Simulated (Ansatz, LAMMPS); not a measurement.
# Relaxing aqueous Li+ and SO4 2-, 1.0 mol of salt per kg of water, from a frame at 300 K (172 atoms)

Wanted: the relaxed structure of aqueous Li+ and SO4 2-, 1.0 mol of salt per kg of water, from a frame at 300 K (172 atoms) and its electronic structure.

Calculated with Ansatz 0.2.0; Kohn-Sham DFT, PBE+D3(BJ), PAW (set soft_2), plane waves.

This is a report of a sequence of runs, with most program output left out.

## Step 1: The structure

The cell holds 172 atoms: 59 O, 1 S, 110 H and 2 Li. Its edges and angles: a = 11.877 Å, b = 11.877 Å, c = 11.877 Å, α = 90.0°, β = 90.0°, γ = 90.0°. 55 H2O, 2 Li+, 1 SO4 2- placed at random, at 1.09 g/cm³; overlaps pushed apart, then 10 ps at 420 K with Joung-Cheatham ions (J. Phys. Chem. B 112, 9020 (2008)); MMFF94 bonds, angles, torsions, charges and radii (Halgren, J. Comput. Chem. 17, 490 (1996)) in harmonic and 12-6 forms; SPC/E water (Berendsen, Grigera and Straatsma, J. Phys. Chem. 91, 6269 (1987)). Snapshot after 20 ps at 300 K and fixed volume.

What the set-up can't give: The network of contacts between molecules at the start is that of the classical potential that made the cell. The density was typed from a rule of thumb and may lie off the real one at this temperature. The Brillouin zone is sampled at Γ only, in a cell whose shortest periodic width is 12 Å.

## Step 2: Making the structure

A classical potential supplies the starting structure, since it reaches far longer times than DFT.

This step: classical MD, Joung-Cheatham ions (J. Phys. Chem. B 112, 9020 (2008)); MMFF94 bonds, angles, torsions, charges and radii (Halgren, J. Comput. Chem. 17, 490 (1996)) in harmonic and 12-6 forms; SPC/E water (Berendsen, Grigera and Straatsma, J. Phys. Chem. 91, 6269 (1987)) (LAMMPS 22 Jul 2025 - Update 4).

in.lmp

```
# aqueous Li+ and SO4 2-, 1.0 mol of salt per kg of water
units real
atom_style full
boundary p p p
bond_style harmonic
angle_style harmonic
dihedral_style opls
improper_style harmonic
special_bonds lj 0 0 0.5 coul 0 0 0.75
read_data data.lmp
neigh_modify delay 0 every 1 check yes one 4000
comm_modify cutoff 12.0
timestep 0.5
thermo_style custom step time temp pe press density
thermo_modify norm yes
# push overlapping molecules apart
pair_style soft 2.6
pair_coeff * * 0.0
variable a equal ramp(1,60)
fix ad all adapt 1 pair soft a * * v_a
velocity all create 420 11234 mom yes dist gaussian
fix lim all nve/limit 0.03
fix lan all langevin 420 420 50 11235 zero yes
thermo 1000
run 3000 post no
unfix ad
pair_style lj/cut/coul/long 9.0
pair_modify mix arithmetic tail yes
pair_coeff 1 1 0.0763 3.0960   # O
pair_coeff 2 2 0.2681 3.4180   # S
pair_coeff 3 3 0.1553 3.1660   # O
pair_coeff 4 4 0.0000 1.0000   # H
pair_coeff 5 5 0.3367 1.4094   # Li
kspace_style pppm 1.0e-4
# [... 18 lines left out ...]
compute msd all msd com yes
thermo 5000
fix md all nvt temp 300 300 100
run 20000 post no
print "== T300: mean square displacement over the hold $(c_msd[4]:%.2f) A^2"
unfix md
uncompute msd
write_dump all custom T300.dump id type xs ys zs modify sort id
```

On the command line:

```console
$ lmp -in in.lmp -log none -nocite
```

The job ended after 41 s (1 thread of Intel Xeon at 2.80GHz (Skylake/Cascade Lake), shared host; peak memory 0.62 GiB).

The input also reads data.lmp (atoms, bonds and types; not printed here).

## Step 3: Single point at the start

A single point comes first, to see the forces before anything moves.

input.yaml

```yaml
crystal:
  lattice:
    - [11.87697, 0.0, 0.0]
    - [0.0, 11.87697, 0.0]
    - [0.0, 0.0, 11.87697]
  atoms:
    - { symbol: O, position: [0.02132, 0.98237, 0.44917] }
    - { symbol: S, position: [0.10245, 0.07018, 0.42868] }
    - { symbol: O, position: [0.18863, 0.07559, 0.51321] }
    - { symbol: O, position: [0.03904, 0.17718, 0.42752] }
    - { symbol: O, position: [0.15798, 0.05425, 0.32104] }
    - { symbol: O, position: [0.86194, 0.36009, 0.91833] }
    - { symbol: H, position: [0.94409, 0.37499, 0.92918] }
    - { symbol: H, position: [0.82948, 0.32873, 0.9894] }
    - { symbol: O, position: [0.63544, 0.92937, 0.68192] }
    - { symbol: H, position: [0.68479, 0.92045, 0.74955] }
    - { symbol: H, position: [0.57317, 0.98323, 0.69952] }
    - { symbol: O, position: [0.75172, 0.20834, 0.6188] }
    - { symbol: H, position: [0.77949, 0.13545, 0.65049] }
    - { symbol: H, position: [0.68682, 0.1936, 0.56722] }
    - { symbol: O, position: [0.41754, 0.64692, 0.48649] }
    - { symbol: H, position: [0.47772, 0.60995, 0.44067] }
    - { symbol: H, position: [0.44752, 0.66461, 0.56316] }
    - { symbol: O, position: [0.49267, 0.13262, 0.72656] }
    - { symbol: H, position: [0.41152, 0.11146, 0.73401] }
    - { symbol: H, position: [0.51765, 0.17299, 0.7961] }
    - { symbol: O, position: [0.95158, 0.55017, 0.4521] }
    - { symbol: H, position: [0.92897, 0.58548, 0.37909] }
    - { symbol: H, position: [0.92894, 0.46907, 0.45224] }
    - { symbol: O, position: [0.29068, 0.12045, 0.08174] }
    - { symbol: H, position: [0.36291, 0.16327, 0.08796] }
    - { symbol: H, position: [0.27264, 0.1075, 0.00053] }
    - { symbol: O, position: [0.7519, 0.27889, 0.10124] }
    - { symbol: H, position: [0.70624, 0.34719, 0.11967] }
    - { symbol: H, position: [0.76808, 0.23604, 0.17189] }
    - { symbol: O, position: [0.11967, 0.33642, 0.95954] }
    - { symbol: H, position: [0.19977, 0.31089, 0.96428] }
    - { symbol: H, position: [0.1035, 0.36372, 0.88155] }
    [... 134 atom lines left out ...]
    - { symbol: H, position: [0.90955, 0.68743, 0.21881] }
    - { symbol: O, position: [0.23731, 0.59861, 0.34002] }
    - { symbol: H, position: [0.20316, 0.52636, 0.36653] }
    - { symbol: H, position: [0.26557, 0.58907, 0.26128] }
    - { symbol: Li, position: [0.26443, 0.7237, 0.44209] }
    - { symbol: Li, position: [0.15589, 0.06387, 0.16894] }
kpoints:
  mp_grid: { grid: [1, 1, 1] }
hamiltonian:
  xc: pbe
  dispersion: d3bj
scf:
  occupations: { method: fixed }
output:
  forces: true
  stress: true
  populations: true
  dos:
    method: { smearing: { sigma: 0.08 } }
    de: 0.1
    projected: { site_lists: { H: [H], Li: [Li], O: [O], S: [S] } }
  eigenvalues: true
```

On the command line:

```console
$ ansatz run input.yaml --threads 4 --pin off --max-ram 8192MiB --backend cpu --events-out ev --progress --plain --runs-dir out
```

The job ended after 30 s (4 threads of Arm Neoverse V2, shared host; peak memory 2.2 GiB).

The run gave:

* free energy: -36565.9933 eV
* free energy per atom: -212.5930 eV/atom
* SCF cycles: 9
* pressure: -2.102 GPa
* r.m.s. force component: 0.5848 eV/Å
* longest force: 2.839 eV/Å
* Fermi energy: -1.56 eV
* gap (highest filled to lowest empty level): 3.74 eV
* spilling of the projection: 0.01147

The r.m.s. force component of 0.58 eV/Å and the pressure of -2.1 GPa set the starting point.

Length of the force by element:

```
element  coordination  atoms  mean length of the force (eV/Å)  spread   least   most
      H           all    110                             1.01   0.300   0.364   1.56
     Li           all      2                            0.495   0.443  0.0524  0.939
      O           all     59                            0.767   0.493   0.147   2.84
      S           all      1                             2.20       0    2.20   2.20
```

## Step 4: Relaxation

With the cell held, the atoms are moved downhill towards a nearby minimum.

input.yaml, the sections that differ from step 3:

```yaml
output:
  forces: true
relax:
  f_tol: 0.05
  max_steps: 200
# crystal, kpoints, hamiltonian, scf: as in step 3
```

Wall time 7.4 min (4 threads); peak memory 1.9 GiB; 28 min of CPU time.

The steps of the relaxation (22 of 39):

```
step  energy less that of the first step (eV)  largest force component (eV/Å)
   1                                   0.0000                          2.3612
   3                                  -6.3701                          1.7652
   5                                  -8.0636                          1.4636
   6                                  -8.7137                          0.8658
   8                                  -9.3952                          0.3984
  10                                  -9.7036                          0.7450
  12                                 -10.0148                          0.2215
  14                                 -10.1903                          0.2615
  15                                 -10.2535                          0.2223
  17                                 -10.3326                          0.3134
  19                                 -10.4127                          0.2248
  21                                 -10.5424                          0.3165
  23                                 -10.7250                          0.2712
  25                                 -10.8846                          0.1795
  26                                 -10.9164                          0.2015
  28                                 -10.9914                          0.0831
  30                                 -11.0944                          0.1235
  32                                 -11.2039                          0.3091
  34                                 -11.2744                          0.1513
  35                                 -11.2967                          0.5486
  37                                 -11.3236                          0.1691
  39                                 -11.3329                          0.0358
```

The atoms that moved most (Å):

```
atom      dx      dy      dz  length
H107  -1.104  -2.558   1.290   3.070
O105  -0.667  -1.704   1.004   2.087
H143  -1.564   0.379  -1.243   2.033
  O6   0.534   1.596   0.402   1.731
H106  -1.031  -1.223   0.459   1.664
  H7   0.529   1.563   0.170   1.659
 H52   0.710  -0.817   1.195   1.613
H121  -0.643   1.436  -0.059   1.574
```

The relaxation changed the energy by -65.9 meV/atom, and atoms moved by 0.91 Å r.m.s., 3.1 Å at most.

## Step 5: Local order after relaxation

Bonds before and after, by the cutoffs listed below:

```
pair  bonds before  bonds after  mean before (Å)  mean after (Å)  spread before (Å)  spread after (Å)
 H-O           110          110            1.000           0.994              0.000             0.008
O-Li             9            8            2.051           1.995              0.130             0.047
 O-S             4            4            1.451           1.500              0.016             0.011
```

Density 1.09 g/cm³, 9.741 Å³ an atom.

g(r), total and by pair (bins of 0.2 Å):

```
r (Å)  total   H-H   H-O  H-Li   H-S   O-O  O-Li
 0.90   4.32  0.00  9.85  0.00  0.00  0.00  0.00
 1.10   0.81  0.00  1.85  0.00  0.00  0.00  0.00
 1.30   0.00  0.00  0.00  0.00  0.00  0.00  0.00
 1.50   0.84  1.80  0.04  0.00  0.00  0.00  0.00
 1.70   1.40  0.62  2.60  0.00  0.00  0.00  0.00
 1.90   0.42  0.03  0.79  0.00  0.00  0.00  7.30
 2.10   0.61  1.30  0.10  0.00  0.00  0.00  4.00
 2.30   0.82  1.97  0.02  0.56  0.00  0.00  0.00
 2.50   0.60  1.18  0.00  4.38  0.92  0.38  0.00
 2.70   0.77  0.48  0.06  1.27  1.60  4.42  0.00
 2.90   0.73  0.43  0.88  1.09  3.59  1.06  0.00
 3.10   1.04  0.65  1.69  0.33  0.66  0.24  0.00
 3.30   1.23  0.76  1.82  0.83  0.00  0.81  1.04
 3.50   1.08  1.14  1.20  0.75  1.00  0.44  0.00
 3.70   1.14  1.27  1.10  0.43  0.87  0.81  2.04
 3.90   1.17  1.33  0.97  1.21  0.40  1.25  2.25
 4.10   1.05  0.95  1.07  1.45  0.00  1.33  1.99
 4.30   1.02  1.12  0.88  1.32  1.30  1.19  1.21
 4.50   0.96  1.14  0.77  1.33  1.52  1.02  0.84
 4.70   1.02  1.02  0.95  1.10  1.93  1.25  1.03
 4.90   0.98  0.90  1.04  1.03  1.25  1.11  0.00
 5.10   0.97  0.88  1.11  0.59  1.40  0.81  0.22
 5.30   0.92  0.84  1.00  0.44  1.08  0.83  1.81
 5.50   0.97  0.98  1.02  0.90  0.61  0.75  0.95
 5.70   0.95  1.03  0.92  0.84  0.38  0.90  0.70
```

Bonds by pair of elements; cutoffs follow the first minimum of g(r), held within bounds set by covalent radii, and pairs that aren't listed don't count as bonded:

```
pair A-B  cutoff (Å)  bonds  mean length (Å)  spread (Å)  shortest (Å)  B about A  A about B
     H-O        1.21    110            0.994       0.008         0.972          1       1.86
    O-Li        2.48      8             2.00       0.047          1.94      0.136          4
     O-S        1.93      4              1.5       0.011          1.48      0.068          4
```

How many atoms have how many bonded neighbours:

```
element  mean    1   2  3  4
      H     1  110   0  0  0
     Li     4    0   0  0  2
      O  2.07    3  49  7  0
      S     4    0   0  0  1
```

Bond angles, per cent of each kind in bins of 5°:

```
angle (°)  H-O-H  H-O-Li  O-Li-O
    90–95    0.0     0.0     8.3
   95–100    0.0    14.3     8.3
  100–105   45.5     7.1    16.7
  105–110   45.5     7.1    16.7
  110–115    9.1    28.6    33.3
  115–120    0.0    14.3     0.0
  120–125    0.0     7.1     8.3
  125–130    0.0    14.3     8.3
  130–135    0.0     7.1     0.0
```

Bond angles (no mean is given where the spread exceeds 20°):

```
 angle  count  mean (°)  spread (°)
 H-O-H     55       106         2.7
H-O-Li     14       114        10.5
O-Li-O     12       109         8.4
 O-S-O      6       110         0.6
Li-O-S      1       141           0
```

Hydrogen bonds between water molecules (O–O under 3.5 Å, H–O···O angle under 30°):

```
hydrogen bonds to other water  molecules
                            0          0
                            1          0
                            2          4
                            3         16
                            4         33
                            5          2
```

First shells of the ions:

```
ion  count                 shell  mean number
 Li      2  water O within 2.7 A          3.5
```

Bond length by coordination (bonds to H left out):

```
element  coordination  atoms  mean bond length (Å)
      O             1      3                   1.5
      O             2      1                  1.73
      O             3      7                  2.00
```

Counting bonds as in the table, all H atoms have 1, all Li atoms have 4, 83 % of O atoms have 2 and all S atoms have 4 bonded neighbours. The H-O-H angle averages 106° with a spread of 3°. The 55 water molecules hold 3.6 hydrogen bonds each to other water on average, with a mean O–O distance of 2.75 Å. Ion shells in this frame: Li 3.5 (water O within 2.7 Å).

(Part 1 of 2 ends here.)

[Logs are printed without paths, hosts, clocks, repeated set-up lines and the standing remarks that a program may print on its own settings, such as how far it seeks lower states.]

[Hosts, paths, dates, database ids (printed as entryN), source tags and the programs' standing remarks are cut or masked in the printed files.]

[The MMFF94 radii named for the starting cell were scaled by 0.96; in molecules described by MMFF94, hydrogen bound to N, O or S took a small fixed 12-6 site in their place.]
